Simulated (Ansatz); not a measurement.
**Au(100) film, 6 layers, flat: channels in plane against thickness**

How does quantum confinement change the conductance of Au(100) film, 6 layers, flat and thicker films?

Main program and level: Ansatz 0.2.0; Ansatz plane-wave DFT, PBE, PAW files; ballistic transport by layer matching (Landauer), zero bias.

Most raw output is cut from this account.

**1. Set-up**

The cell holds 6 atoms: 6 Au. Its edges and angles: a = 21.196 Å, b = 2.884 Å, c = 2.884 Å, α = 90.0°, β = 90.0°, γ = 90.0°. It derives from Au. Vacuum lies along a. The structure's axis is c.

**2. With 6 layers**

Vacuum lies along the first vector, which takes one k-point, and the current runs in the film's plane. One period is a perfect wire, so its channels are the result. Energies from -0.27 to 0.27 eV in steps of 0.036 eV cover the slope of the Fermi function at 300 K, so the program can form a conductance.

File input.yaml:

```yaml
crystal:
  lattice:
    - [21.195625, 0.0, 0.0]
    - [0.0, 2.8837582304, 0.0]
    - [0.0, 0.0, 2.8837582304]
  atoms:
    - { symbol: Au, position: [0.2123079645, 0.0, 0.0] }
    - { symbol: Au, position: [0.3085129596, 0.5, 0.5] }
    - { symbol: Au, position: [0.4047179548, 0.0, 0.0] }
    - { symbol: Au, position: [0.5009229499, 0.5, 0.5] }
    - { symbol: Au, position: [0.597127945, 0.0, 0.0] }
    - { symbol: Au, position: [0.6933329402, 0.5, 0.5] }
kpoints:
  mp_grid: { grid: [1, 14, 14] }
hamiltonian:
  xc: pbe
scf:
  occupations: { method: fermi_dirac, width: 0.1 }
output:
  transmission:
    leads: [[0, 0]]
    kmesh: [1, 42]
    e_range: [-0.27, 0.27]
    de: 0.036
```

On the command line:

```sh
$ ansatz run input.yaml --threads 4 --pin off --max-ram 8192MiB --backend cpu --events-out ev --progress --plain --runs-dir out
```

Wall time 7.3 min (4 threads of Intel Xeon Platinum 8488C (Sapphire Rapids), shared host); peak memory 2.4 GiB; 28 min of CPU time.

Numbers from this step:

```
free energy                                : -78895.0032 eV
energy at zero smearing                    : -78894.9721 eV
Fermi energy                               : 9.807 eV
cell area                                  : 61.12 Å²
estimated errors of the lead's conductance : 0, 5.1, 0.1 % (band edges, k-mesh, distance from neutral)
lead conductance per cell                  : 4.002 G₀
```

Per spin. Table of open channels, zone mean, lead by energy, zero at the Fermi level:

```
energy (eV)  open channels, zone mean, lead
     -0.270                            3.93
     -0.234                            3.93
     -0.198                            3.88
     -0.162                            3.93
     -0.126                            3.93
     -0.090                            3.98
     -0.054                            3.88
     -0.018                            4.02
      0.018                            3.98
      0.054                            4.07
      0.090                            3.98
      0.126                            3.88
      0.162                            4.12
      0.198                            4.02
      0.234                            3.95
      0.270                            4.19
```

The program's largest error estimate for it is 5.1 %, from the k-mesh.

**3. With 7 layers, thickness 14.274 A**

The film grows to 7 layers.

System of this step: Au(100) film, 7 layers, flat. The cell holds 7 atoms: 7 Au. Cell: a = 23.235 Å, b = 2.884 Å, c = 2.884 Å, α = 90.0°, β = 90.0°, γ = 90.0°. It derives from Au. Vacuum lies along a. The structure's axis is c.

input.yaml, the sections that differ from step 2:

```yaml
crystal:
  lattice:
    - [23.23475, 0.0, 0.0]
    - [0.0, 2.8837582304, 0.0]
    - [0.0, 0.0, 2.8837582304]
  atoms:
    - { symbol: Au, position: [0.1936754215, 0.0, 0.0] }
    - { symbol: Au, position: [0.2814372868, 0.5, 0.5] }
    - { symbol: Au, position: [0.3691991521, 0.0, 0.0] }
    - { symbol: Au, position: [0.4569610174, 0.5, 0.5] }
    - { symbol: Au, position: [0.5447228828, 0.0, 0.0] }
    - { symbol: Au, position: [0.6324847481, 0.5, 0.5] }
    - { symbol: Au, position: [0.7202466134, 0.0, 0.0] }
# kpoints, hamiltonian, scf, output: as in step 2
```

Elapsed: 11 min, on 4 threads; peak memory 2.8 GiB.

Numbers from this step:

- free energy: -92044.3115 eV
- energy at zero smearing: -92044.2782 eV
- Fermi energy: 10.77 eV
- cell area: 67.00 Å²
- estimated errors of the lead's conductance: 0, 5, 0.1 % (band edges, k-mesh, distance from neutral)
- lead conductance per cell: 4.543 G₀

Per spin. Table of open channels, zone mean, lead by energy, zero at the Fermi level:

```
energy (eV)  open channels, zone mean, lead
     -0.270                            4.67
     -0.234                            4.52
     -0.198                            4.52
     -0.162                            4.57
     -0.126                            4.48
     -0.090                            4.52
     -0.054                            4.52
     -0.018                            4.62
      0.018                            4.52
      0.054                            4.43
      0.090                            4.62
      0.126                            4.57
      0.162                            4.76
      0.198                            4.71
      0.234                            4.81
      0.270                            4.81
```

The lead conductance per cell is 4.54 G₀, 14 % over the 4.00 G₀ of the last finished run.

**4. With 8 layers, thickness 16.313 A**

The film grows to 8 layers.

System of this step: Au(100) film, 8 layers, flat. The cell holds 8 atoms: 8 Au. Its edges and angles: a = 25.274 Å, b = 2.884 Å, c = 2.884 Å, α = 90.0°, β = 90.0°, γ = 90.0°. It derives from Au. Vacuum lies along a. The structure's axis is c.

input.yaml, the sections that differ from step 3:

```yaml
crystal:
  lattice:
    - [25.273875, 0.0, 0.0]
    - [0.0, 2.8837582304, 0.0]
    - [0.0, 0.0, 2.8837582304]
  atoms:
    - { symbol: Au, position: [0.1780494681, 0.0, 0.0] }
    - { symbol: Au, position: [0.2587306062, 0.5, 0.5] }
    - { symbol: Au, position: [0.3394117443, 0.0, 0.0] }
    - { symbol: Au, position: [0.4200928825, 0.5, 0.5] }
    - { symbol: Au, position: [0.5007740206, 0.0, 0.0] }
    - { symbol: Au, position: [0.5814551587, 0.5, 0.5] }
    - { symbol: Au, position: [0.6621362969, 0.0, 0.0] }
    - { symbol: Au, position: [0.742817435, 0.5, 0.5] }
# kpoints, hamiltonian, scf, output: as in step 3
```

Wall time 14 min (4 threads); peak memory 3.3 GiB; 52 min of CPU time.

Numbers from this step:

- free energy: -105193.6089 eV
- energy at zero smearing: -105193.5675 eV
- Fermi energy: 11.57 eV
- cell area: 72.88 Å²
- estimated errors of the lead's conductance: 0, 4.4, 0 % (band edges, k-mesh, distance from neutral)
- lead conductance per cell: 5.238 G₀

Per spin. The open channels, zone mean, lead by energy, zero at the Fermi level:

```
energy (eV)  open channels, zone mean, lead
     -0.270                            5.17
     -0.234                            5.21
     -0.198                            5.12
     -0.162                            5.26
     -0.126                            5.36
     -0.090                            5.36
     -0.054                            5.26
     -0.018                            5.17
      0.018                            5.26
      0.054                            5.17
      0.090                            5.31
      0.126                            5.31
      0.162                            5.40
      0.198                            5.40
      0.234                            5.31
      0.270                            5.45
```

The lead conductance per cell is 5.24 G₀, 15 % over the 4.54 G₀ of the last finished run.

**5. With 10 layers, thickness 20.391 A**

The film grows to 10 layers.

System of this step: Au(100) film, 10 layers, flat. The cell holds 10 atoms: 10 Au. Its edges and angles: a = 29.352 Å, b = 2.884 Å, c = 2.884 Å, α = 90.0°, β = 90.0°, γ = 90.0°. It derives from Au. Vacuum lies along a. The structure's axis is c.

input.yaml, the sections that differ from step 4:

```yaml
crystal:
  lattice:
    - [29.352125, 0.0, 0.0]
    - [0.0, 2.8837582304, 0.0]
    - [0.0, 0.0, 2.8837582304]
  atoms:
    - { symbol: Au, position: [0.1533108761, 0.0, 0.0] }
    - { symbol: Au, position: [0.2227819962, 0.5, 0.5] }
    - { symbol: Au, position: [0.2922531163, 0.0, 0.0] }
    - { symbol: Au, position: [0.3617242363, 0.5, 0.5] }
    - { symbol: Au, position: [0.4311953564, 0.0, 0.0] }
    - { symbol: Au, position: [0.5006664764, 0.5, 0.5] }
    - { symbol: Au, position: [0.5701375965, 0.0, 0.0] }
    - { symbol: Au, position: [0.6396087166, 0.5, 0.5] }
    - { symbol: Au, position: [0.7090798366, 0.0, 0.0] }
    - { symbol: Au, position: [0.7785509567, 0.5, 0.5] }
# kpoints, hamiltonian, scf, output: as in step 4
```

Elapsed: 21 min, on 4 threads; peak memory 4.5 GiB; 79 min of CPU time.

Numbers from this step:

```
free energy                                : -131492.2131 eV
energy at zero smearing                    : -131492.1604 eV
Fermi energy                               : 12.84 eV
cell area                                  : 84.64 Å²
estimated errors of the lead's conductance : 0, 3.7, 0.1 % (band edges, k-mesh, distance from neutral)
lead conductance per cell                  : 6.560 G₀
```

Per spin. The open channels, zone mean, lead by energy, zero at the Fermi level:

```
energy (eV)  open channels, zone mean, lead
     -0.270                            6.55
     -0.234                             6.5
     -0.198                            6.45
     -0.162                            6.40
     -0.126                            6.60
     -0.090                            6.40
     -0.054                            6.60
     -0.018                             6.5
      0.018                            6.60
      0.054                            6.55
      0.090                            6.55
      0.126                            6.60
      0.162                            6.83
      0.198                            6.74
      0.234                            6.83
      0.270                            6.93
```

The lead conductance per cell is 6.56 G₀, 25 % over the 5.24 G₀ of the last finished run.

**6. All levels side by side**

Times are for 4 threads of Intel Xeon Platinum 8488C (Sapphire Rapids), shared host. The series side by side:

```
no.  layers  lead conductance per cell (G₀)     time  memory (GiB)
  1       6                           4.002  7.3 min           2.4
  2       7                           4.543   11 min           2.8
  3       8                           5.238   14 min           3.3
  4      10                           6.560   21 min           4.5
```

The runs together. Table of open channels, zone mean by energy, zero at the Fermi level:

```
energy (eV)     6     7     8    10
     -0.270  3.93  4.67  5.17  6.55
     -0.234  3.93  4.52  5.21   6.5
     -0.198  3.88  4.52  5.12  6.45
     -0.162  3.93  4.57  5.26  6.40
     -0.126  3.93  4.48  5.36  6.60
     -0.090  3.98  4.52  5.36  6.40
     -0.054  3.88  4.52  5.26  6.60
     -0.018  4.02  4.62  5.17   6.5
      0.018  3.98  4.52  5.26  6.60
      0.054  4.07  4.43  5.17  6.55
      0.090  3.98  4.62  5.31  6.55
      0.126  3.88  4.57  5.31  6.60
      0.162  4.12  4.76  5.40  6.83
      0.198  4.02  4.71  5.40  6.74
      0.234  3.95  4.81  5.31  6.83
      0.270  4.19  4.81  5.45  6.93
```

**7. Outcome**

```yaml
conductance_per_cell_6_layers: 4.00 G₀
conductance_per_cell_7_layers: 4.54 G₀
conductance_per_cell_8_layers: 5.24 G₀
conductance_per_cell_10_layers: 6.56 G₀
```

What this shows: The conductance per cell width goes from 4.00 G0 at 6 to 6.56 G0 at 10 layers. Over the film's own cross-section (layers × spacing × width) the conductance runs from 0.88 to 0.86×10¹⁵ S/m²; that nominal section leaves out the charge that spills into the vacuum, which flatters the thinnest films. The gains from one thickness to the next are 0.54, 0.69 and 0.66 G0 per added layer; their spread isn't beyond the error estimates. The film repeats perfectly along the current, so nothing scatters; its faces are clean and not relaxed. Spin-orbit coupling is left out, which matters for Au.

[Logs are printed without paths, hosts, clocks, repeated set-up lines and the standing remarks that a program may print on its own settings, such as how far it seeks lower states.]

[Hosts, paths, dates, database ids (printed as entryN), source tags and the programs' standing remarks are cut or masked in the printed files.]
